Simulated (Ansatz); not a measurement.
**BaSrNCl: complex band structure**

Aim: relax a made-up compound, BaSrNCl, and see how good a tunnel barrier it would be. It is built by putting Ba for part of the Sr in the Sr2NCl structure of space group R-3m, with the volume rescaled by atomic radii. The parent structure comes from the Materials Project.

Main program and level: Ansatz 0.2.0; r2SCAN DFT, plane waves, PAW files, in the first sound run; inputs show where later runs differ.

Report form: the programs' logs are mostly left out.

The structure was built from a prototype and need not be the compound's stable phase.

**1. The structure**

The structure is trigonal, space group R3m (No. 160). Conventional cell: a = 3.986 Å, b = 3.986 Å, c = 21.620 Å, α = 90.00°, β = 90.00°, γ = 120.00°. Nearest to Ba lie 3 N at 2.68 Å and 3 Cl at 3.20 Å. Nearest to Sr lie 3 N at 2.68 Å and 3 Cl at 3.20 Å. Nearest to N lie 3 Ba at 2.68 Å and 3 Sr at 2.68 Å. Nearest to Cl lie 3 Ba at 3.20 Å and 3 Sr at 3.20 Å. It derives from Sr2NCl. Ba for part of the Sr in the Sr2NCl structure of space group R-3m. Farther neighbours and most contacts between anions are not listed.

As a file:

```cif
data_structure
_symmetry_space_group_name_H-M 'P 1'
_symmetry_Int_Tables_number 1
_cell_length_a 7.5652
_cell_length_b 7.5652
_cell_length_c 7.5652
_cell_angle_alpha 30.548
_cell_angle_beta 30.548
_cell_angle_gamma 30.548
_cell_volume 99.16
loop_
_atom_site_label
_atom_site_type_symbol
_atom_site_fract_x
_atom_site_fract_y
_atom_site_fract_z
_atom_site_occupancy
Ba1 Ba 0.76960 0.76960 0.76960 1
Sr2 Sr 0.23040 0.23040 0.23040 1
N3 N 0.50000 0.50000 0.50000 1
Cl4 Cl 0.00000 0.00000 0.00000 1
```

**2. Cell and atoms at rest**

The substituted atoms don't fit the parent's cell, so cell and atoms relax together. A small smearing keeps the run stable in case the gap closes on the way.

The input, input.yaml:

```yaml
crystal:
  lattice:
    - [1.9929826373, 1.1506490621, 7.2067345891]
    - [-1.9929826373, 1.1506490621, 7.2067345891]
    - [0.0, -2.3012981242, 7.2067345891]
  atoms:
    - { symbol: Ba, position: [0.76959866, 0.76959866, 0.76959866] }
    - { symbol: Sr, position: [0.23040134, 0.23040134, 0.23040134] }
    - { symbol: "N", position: [0.5, 0.5, 0.5] }
    - { symbol: Cl, position: [0.0, 0.0, 0.0] }
kpoints:
  mp_grid: { grid: [6, 6, 6] }
scf:
  occupations: { method: gaussian, width: 0.03 }
hamiltonian:
  xc: r2scan
output:
  forces: true
  stress: true
relax:
  f_tol: 0.02
  max_steps: 60
  cell: {}
```

Started as:

```sh
ansatz run input.yaml --threads 2 --pin off --max-ram 4096MiB --backend cpu --events-out ev --progress --plain --runs-dir out
```

Wall time 49 s (2 threads of Arm Neoverse V2, shared host); peak memory 0.59 GiB; 96 s of CPU time.

Relaxation path:

| step | energy less that of the first step (eV) | largest force component (eV/Å) | pressure (GPa) | volume (Å³) |
| --- | --- | --- | --- | --- |
| 1 | 0.0000 | 0.7811 | 1.72 | 99.16 |
| 2 | 0.0110 | 1.0234 | -1.36 | 102.83 |
| 3 | -0.0904 | 0.2796 | 0.15 | 101.16 |
| 4 | -0.1083 | 0.1113 | -0.15 | 101.27 |
| 5 | -0.1107 | 0.0277 | -0.10 | 101.27 |
| 6 | -0.1108 | 0.0186 | 0.02 | 101.08 |
| 7* | -0.1110 | 0.0187 | 0.02 | 101.08 |

Relaxation steps marked * repeat the geometry before them on a plane-wave basis chosen anew for their cell, so energy and pressure can jump there. Relaxation step 2 was tried and not accepted.

The run keeps the 6 symmetry operations that it works with, so distortions that break them were not tested.

| conventional cell, symmetrised | before | after | change |
| --- | --- | --- | --- |
| a (Å) | 3.986 | 3.979 | -0.2 % |
| b (Å) | 3.986 | 3.979 | -0.2 % |
| c (Å) | 21.620 | 22.119 | +2.3 % |
| volume (Å³/atom) | 24.79 | 25.27 | +1.9 % |

The atoms that moved most (Å, as changes of fractional coordinates times the final cell):

| atom | dx | dy | dz | length |
| --- | --- | --- | --- | --- |
| Cl4 | 0.000 | 0.000 | -0.169 | 0.169 |
| N3 | 0.000 | 0.000 | 0.089 | 0.089 |
| Sr2 | 0.000 | 0.000 | 0.041 | 0.041 |
| Ba1 | 0.000 | 0.000 | 0.038 | 0.038 |

The relaxed structure:

```xyz
4
Lattice="1.9893 1.1485 7.3731 -1.9893 1.1485 7.3731 0.0000 -2.2970 7.3731" Properties=species:S:1:pos:R:3 pbc="T T T"
Ba    0.0000    0.0000   17.0614
Sr    0.0000    0.0000    5.1377
N     0.0000    0.0000   11.1487
Cl    0.0000    0.0000   -0.1685
```

Numbers from this step:

| Quantity | Value |
| --- | --- |
| free energy | -10994.4411 eV |
| Fermi energy | 8.534 eV |
| pressure | 0.01990 GPa |

The largest force component on a free atom ends at 0.019 eV/Å.

**3. The bulk crystal and its band edges**

The energy window and the wavevectors of the next steps follow from the band edges, so these are searched first, off the mesh as well.

The input, input.yaml:

```yaml
crystal:
  lattice:
    - [1.9893021115, 1.1485241096, 7.3731496608]
    - [-1.9893021115, 1.1485241096, 7.3731496608]
    - [0.0, -2.2970482192, 7.3731496608]
  atoms:
    - { symbol: Ba, position: [0.7713285322, 0.7713285322, 0.7713285322] }
    - { symbol: Sr, position: [0.2322703575, 0.2322703575, 0.2322703575] }
    - { symbol: "N", position: [0.5040203874, 0.5040203874, 0.5040203874] }
    - { symbol: Cl, position: [-0.0076192771, -0.0076192771, -0.0076192771] }
kpoints:
  mp_grid: { grid: [8, 8, 8] }
  band_path: { path: [VBM, CBM], npoints: 30 }
scf:
  occupations: { method: fixed }
hamiltonian:
  xc: r2scan
output:
  eigenvalues: true
  write_potential: true
  write_density: true
  volumetric_format: npy
  elf: true
```

It took 34 s on 2 threads; peak memory 0.58 GiB; 67 s of CPU time.

Numbers from this step:

```yaml
free_energy: -10994.4412 eV
fermi_energy: 7.622 eV
gap_on_the_k_mesh: 1.825 eV
gap_on_path: 1.821 eV, by band count; negative where bands overlap
direct_gap_on_path: 1.825 eV
edge_places_on_path: 0, 1.734 1/A along the path
```

The electronic bands at the labelled points (eV, zero at the Fermi level (highest filled level under fixed occupations); v1 is the highest filled band, c1 the lowest empty one):

| point | v4 | v3 | v2 | v1 | c1 | c2 | c3 | c4 |
| --- | --- | --- | --- | --- | --- | --- | --- | --- |
| VBM | -4.32 | -0.61 | -0.11 | 0.00 | 1.97 | 4.41 | 4.99 | 5.80 |
| halfway | -4.24 | -0.87 | -0.14 | -0.01 | 2.44 | 3.76 | 4.65 | 5.48 |
| CBM | -4.27 | -0.65 | -0.08 | 0.00 | 1.82 | 4.45 | 5.03 | 5.84 |

Valence density in the ac plane of the conventional cell at fractional y = 0.000, with atoms of Ba and Sr and N and Cl within 0.2 Å of it. It is the smooth field of the valence electrons, not physical close to the nuclei.

Ten steps, logarithmic in the rise over the least value, from '_' (0.0 e/Å³) to '@' (2.5 e/Å³), each cell a mean:
```
%%%%##++--::......::==**##%%
--::::::::--====----::::::--
__....::==++++**++==--::..__
....::::--==++++====--::::..
%%##**==--========--==++##%%
@@@@@@##==::::::::--++%%@@@@
%%##**==--::::::::::--++####
......::--==++++====--::....
______..::--====----::..____
____....::--======--::..____
====----==++++**++==------==
@@@@##++==--------==++**%%@@
@@@@##++==----------==**%%@@
==--------========--------==
______..::--------::....____
____..::--==++++====--..____
::::::::::----==----::::::::
######++==::......--==**####
**##%%##++--::::--==**%%%%##
####**++==============++**##
....::::--========----::::..
......::--====++==--::......
****++==--::::::::::--==++**
##%%%%##++--....::--++##%%%%
```
Columns run along a (4.0 Å), rows up along c (22.1 Å), edges of the conventional cell, whose origin can differ from the input's. Atoms in or near the plane, at fractional coordinates: Ba at (0.00, 0.23), Sr at (0.00, 0.77), N at (0.00, 0.50), Cl at (0.00, 0.01).

ELF in the ac plane of the conventional cell at fractional y = 0.000, with atoms of Ba and Sr and N and Cl within 0.2 Å of it. It is the smooth field of the valence electrons, not physical close to the nuclei.

Ten even steps from '0' (0.01) to '9' (0.85), each cell a mean:
```
99975200036899
32111344321123
00013456542000
00012233321100
76422466532356
37983011115995
76531123211467
00025788874100
00013455442100
00001344321000
54212578742235
68863111125787
68874100125887
65311234310246
00000112110000
00035788864200
11012466542111
88863100025788
14896211138972
77632356422467
00012333321100
00000123210000
87641000012567
68998400259997
```
Columns run along a (4.0 Å), rows up along c (22.1 Å), edges of the conventional cell, whose origin can differ from the input's. Atoms in or near the plane, at fractional coordinates: Ba at (0.00, 0.23), Sr at (0.00, 0.77), N at (0.00, 0.50), Cl at (0.00, 0.01).

Electrostatic potential energy in the ac plane of the conventional cell at fractional y = 0.000, with atoms of Ba and Sr and N and Cl within 0.2 Å of it. With pseudopotentials it is smooth inside the atoms' cores, unlike the true potential.

Ten even steps from '_' (-40 eV) to '@' (12 eV), each cell a mean:
```
==++##@@@@@@@@@@@@@@@@%%**==
@@@@@@@@@@%%%%%%%%%%@@@@@@@@
@@@@@@@@%%%%######%%%%@@@@@@
@@@@@@@@@@@@@@@@@@@@@@@@@@@@
==++##%%@@@@@@@@@@@@@@%%**==
______**%%@@@@@@@@%%##--____
==++##%%@@@@@@@@@@@@%%##**++
@@@@@@@@@@@@@@@@@@@@@@@@@@@@
@@@@@@@@@@@@@@@@@@@@@@@@@@@@
@@@@@@@@@@%%%%%%%%%%@@@@@@@@
@@@@@@@@%%%%######%%@@@@@@@@
--++%%@@@@@@@@%%@@@@@@@@##==
--++%%@@@@@@@@@@@@@@@@@@**==
@@@@@@@@@@%%%%%%%%%%@@@@@@@@
@@@@@@@@@@@@@@%%@@@@@@@@@@@@
@@@@@@@@@@@@@@@@@@@@@@@@@@@@
@@@@@@@@@@@@@@@@@@@@@@@@@@@@
====++##%%@@@@@@@@@@%%**++==
__..::==##%%@@@@@@%%**--..__
++++**%%@@@@@@@@@@@@%%##**++
@@@@@@@@@@@@@@@@@@@@@@@@@@@@
@@@@@@@@@@%%%%%%%%%%@@@@@@@@
%%%%@@@@@@@@@@@@@@@@@@@@%%%%
__..--%%@@@@@@@@@@@@@@**::__
```
Columns run along a (4.0 Å; values clipped at the 3rd and 97th percentile), rows up along c (22.1 Å), edges of the conventional cell, whose origin can differ from the input's. Atoms in or near the plane, at fractional coordinates: Ba at (0.00, 0.23), Sr at (0.00, 0.77), N at (0.00, 0.50), Cl at (0.00, 0.01).

The searched edges give 1.82 eV, against 1.83 eV on the mesh.

**4. Complex bands**

This step: r2SCAN DFT, plane waves, PAW files; complex bands by layer matching along the plane's normal (Ansatz 0.2.0).

The same crystal is laid in a cell whose first two vectors span the (101) plane (indices of the standard conventional cell, whose axes can be ordered otherwise than in the bulk input). At fixed energy and wavevector in the plane the solver finds all kz, real and complex. A few wavevectors are listed, (0, 0) and (-0.5, 0) in units of the plane's reciprocal vectors; the slowest state needn't be among them.

The input, input.yaml:

```yaml
crystal:
  lattice:
    - [7.722678709, 0.0, 0.0]
    - [1.024857576, 3.844341103, 0.0]
    - [1.024857576, 1.78556287, 3.404515201]
  atoms:
    - { symbol: Ba, position: [0.3139855966, 0.2286714678, 0.2286714678] }
    - { symbol: Sr, position: [0.6968110725, 0.7677296425, 0.7677296425] }
    - { symbol: "N", position: [0.5120611622, 0.4959796126, 0.4959796126] }
    - { symbol: Cl, position: [0.9771421687, 0.0076192771, 0.0076192771] }
kpoints:
  mp_grid: { grid: [8, 8, 8] }
scf:
  occupations: { method: fixed }
hamiltonian:
  xc: r2scan
output:
  eigenvalues: true
  transmission:
    leads: [[0, 0]]
    kpoints: [[0.0, 0.0], [-0.5, 0.0]]
    e_range: [-1.0, 2.82]
    de: 0.08
```

Elapsed: 71 s, on 2 threads; peak memory 1 GiB; 2 min of CPU time.

This step gave:

```yaml
level_to_which_the_leads_are_filled: 0.9125 eV from the Fermi level
decay_constant_at_the_filling_level_zone_centre: 0.2612 Å⁻¹
decay_constant_at_the_filling_level_slowest_listed_point: 0.2612 Å⁻¹
```

K parallel (0, 0); values up to 1.5 1/Å, a degenerate pair printed once or twice; energies at which all values exceed this have no row. Table of Im kz of the slowest decaying states by energy, zero at the highest filled level on the SCF mesh:

| energy (eV) | decay 1 (Å⁻¹) | decay 2 (Å⁻¹) | decay 3 (Å⁻¹) | decay 4 (Å⁻¹) |
| --- | --- | --- | --- | --- |
| -1.00 | 0.134 | 0.238 | 0.332 | 0.592 |
| -0.84 | 0.306 | 0.556 | 0.612 | 0.629 |
| -0.68 | 0.181 | 0.231 | 0.518 | 0.545 |
| -0.52 | 0.0903 | 0.344 | 0.405 | 0.478 |
| -0.36 | 0.126 | 0.397 | 0.434 | 0.597 |
| -0.28 | 0.118 | 0.409 | 0.416 | 0.594 |
| -0.12 | 0.189 | 0.252 | 0.342 | 0.443 |
| -0.04 | 0.207 | 0.279 | 0.453 | 0.484 |
| 0.04 | 0.209 | 0.221 | 0.461 | 0.535 |
| 0.20 | 0.240 | 0.283 | 0.474 | 0.572 |
| 0.36 | 0.252 | 0.319 | 0.482 | 0.564 |
| 0.52 | 0.259 | 0.342 | 0.487 | 0.555 |
| 0.68 | 0.262 | 0.358 | 0.490 | 0.545 |
| 0.84 | 0.262 | 0.371 | 0.490 | 0.534 |
| 0.92 | 0.261 | 0.376 | 0.489 | 0.529 |
| 1.08 | 0.258 | 0.384 | 0.486 | 0.517 |
| 1.24 | 0.252 | 0.391 | 0.482 | 0.504 |
| 1.40 | 0.243 | 0.396 | 0.477 | 0.491 |
| 1.56 | 0.232 | 0.401 | 0.470 | 0.477 |
| 1.72 | 0.217 | 0.404 | 0.462 | 0.462 |
| 1.88 | 0.198 | 0.407 | 0.445 | 0.453 |
| 2.04 | 0.174 | 0.410 | 0.428 | 0.444 |
| 2.12 | 0.160 | 0.411 | 0.419 | 0.426 |
| 2.28 | 0.121 | 0.294 | 0.399 | 0.409 |
| 2.44 | 0.0481 | 0.377 | 0.400 | 0.438 |
| 2.60 | 0.353 | 0.388 | 0.443 | 0.495 |
| 2.76 | 0.327 | 0.380 | 0.443 | 0.470 |

K parallel (-0.5, 0); values up to 1.5 1/Å, a degenerate pair printed once or twice; energies at which all values exceed this have no row. Im kz of the slowest decaying states against energy, zero at the highest filled level on the SCF mesh:

| energy (eV) | decay 1 (Å⁻¹) | decay 2 (Å⁻¹) | decay 3 (Å⁻¹) | decay 4 (Å⁻¹) |
| --- | --- | --- | --- | --- |
| -1.00 | 0.346 | 0.403 | 0.515 | 0.682 |
| -0.84 | 0.289 | 0.373 | 0.461 | 0.647 |
| -0.68 | 0.184 | 0.331 | 0.385 | 0.590 |
| -0.52 | 0.206 | 0.252 | 0.259 | 0.332 |
| -0.36 | 0.214 | 0.429 | 0.664 | 0.742 |
| -0.28 | 0.274 | 0.428 | 0.661 | 0.729 |
| -0.12 | 0.331 | 0.419 | 0.654 | 0.701 |
| -0.04 | 0.236 | 0.348 | 0.416 | 0.651 |
| 0.04 | 0.141 | 0.363 | 0.418 | 0.440 |
| 0.20 | 0.271 | 0.384 | 0.430 | 0.640 |
| 0.36 | 0.323 | 0.400 | 0.443 | 0.614 |
| 0.52 | 0.352 | 0.413 | 0.452 | 0.582 |
| 0.68 | 0.372 | 0.423 | 0.457 | 0.549 |
| 0.84 | 0.384 | 0.431 | 0.459 | 0.515 |
| 0.92 | 0.387 | 0.435 | 0.460 | 0.499 |
| 1.08 | 0.386 | 0.441 | 0.459 | 0.468 |
| 1.24 | 0.365 | 0.445 | 0.449 | 0.456 |
| 1.40 | 0.322 | 0.443 | 0.449 | 0.451 |
| 1.56 | 0.259 | 0.442 | 0.444 | 0.452 |
| 1.72 | 0.165 | 0.436 | 0.443 | 0.454 |
| 1.88 | 0.426 | 0.444 | 0.455 | 0.498 |
| 2.04 | 0.416 | 0.444 | 0.455 | 0.476 |
| 2.12 | 0.410 | 0.444 | 0.455 | 0.464 |
| 2.28 | 0.397 | 0.437 | 0.444 | 0.454 |
| 2.44 | 0.383 | 0.408 | 0.442 | 0.451 |
| 2.60 | 0.367 | 0.374 | 0.440 | 0.447 |
| 2.76 | 0.336 | 0.350 | 0.438 | 0.442 |

K parallel (-0.5, 0). Re kz of states that move upwards against energy, zero at the highest filled level on the SCF mesh:

| energy (eV) | channel 1 (Å⁻¹) | channel 2 (Å⁻¹) |
| --- | --- | --- |
| -1.00 | 0.307 | - |
| -0.84 | 0.417 | - |
| -0.76 | 0.502 | - |
| -0.60 | - | - |
| -0.52 | - | - |
| -0.36 | 0.281 | 0.390 |
| -0.20 | 0.558 | 0.617 |
| -0.12 | 0.712 | 0.734 |
| -0.04 | 0.837 | - |
| 0.04 | - | - |
| 0.20 | - | - |
| 0.28 | - | - |
| 0.44 | - | - |
| 0.52 | - | - |
| 0.68 | - | - |
| 0.84 | - | - |
| 0.92 | - | - |
| 1.08 | - | - |
| 1.24 | - | - |
| 1.32 | - | - |
| 1.48 | - | - |
| 1.56 | - | - |
| 1.72 | - | - |
| 1.88 | -0.737 | - |
| 1.96 | -0.667 | - |
| 2.12 | -0.574 | - |
| 2.28 | -0.501 | - |
| 2.36 | -0.469 | - |
| 2.52 | -0.408 | - |
| 2.60 | -0.379 | - |
| 2.76 | -0.322 | - |

At the listed wavevectors the last open channel is at -0.04 eV and the next at +1.88 eV on the grid. At +0.92 eV, the grid energy nearest the filling level (the middle of the gap on the SCF mesh), the slowest state at the listed wavevectors decays with κ = 0.261 Å⁻¹, its amplitude falling by e over 3.8 Å. Through 1 nm of this crystal that state's transmission falls by exp(−2 × 0.261 Å⁻¹ × 10 Å) = 0.0054.

**5. Decay over the two-dimensional zone**

The listed points could miss the slowest state, so one energy near mid-gap is solved on a mesh of 6×12.

Edit input.yaml of step 4 so:

```diff
@@ -18,6 +18,2 @@
   eigenvalues: true
-  transmission:
-    leads: [[0, 0]]
-    kpoints: [[0.0, 0.0], [-0.5, 0.0]]
-    e_range: [-1.0, 2.82]
-    de: 0.08
+  transmission: { leads: [[0, 0]], kmesh: [6, 12], e_range: [0.91, 0.92], de: 0.05 }
```

Elapsed: 94 s, on 2 threads; peak memory 1.1 GiB.

Numbers from this step:

| Item | Value |
| --- | --- |
| least decay constant on the mesh | 0.2613 Å⁻¹ |

Slowest decay constant (1/Å; 0 where a channel is open) over k1 and k2. At 0.9100 eV from the Fermi level.

Ten even steps from '_' (0.261) to '@' (0.391):
```
****++**%%##
######@@@@@@
**######%%##
%%%%++++++++
@@%%==..::**
@@##::__::##
@@**::..==%%
%%++++++++%%
**##%%######
##@@@@@@####
**##%%**++**
==++++==++++
```
Columns: k1 (b1) from -0.5 to 0.333; rows upwards: k2 (b2) from -0.5 to 0.417.

The least value on the mesh is 0.261 Å⁻¹ at +0.91 eV. At that energy the listed points give about 0.261 Å⁻¹ by interpolation, so the mesh holds no clearly slower state.

**6. Summary of results**

| Item | Value |
| --- | --- |
| band gap | 1.82 eV |
| least decay constant at mid-gap, normal to (101) | 0.261 Å⁻¹ |
| least decay constant on a mesh, normal to (101) | 0.261 Å⁻¹ |

What this shows: With r2SCAN, the slowest decay at the wavevectors tried is κ = 0.261 Å⁻¹, normal to (101). Through such a film the transmission near mid-gap falls as exp(−2κd), a factor of ten every 4.4 Å. A free electron under a barrier of half the gap would need a mass of 0.29 mₑ to decay at this rate. The compound is made up by substitution; its stability against other phases and against distortions of the cell's symmetry was not tested. r2SCAN still narrows gaps, if less than LDA and GGA do, so real decay constants are likely larger.

[Logs are printed without paths, hosts, clocks, repeated set-up lines and the standing remarks that a program may print on its own settings, such as how far it seeks lower states.]

[Hosts, paths, dates, database ids (printed as entryN), source tags and the programs' standing remarks are cut or masked in the printed files.]
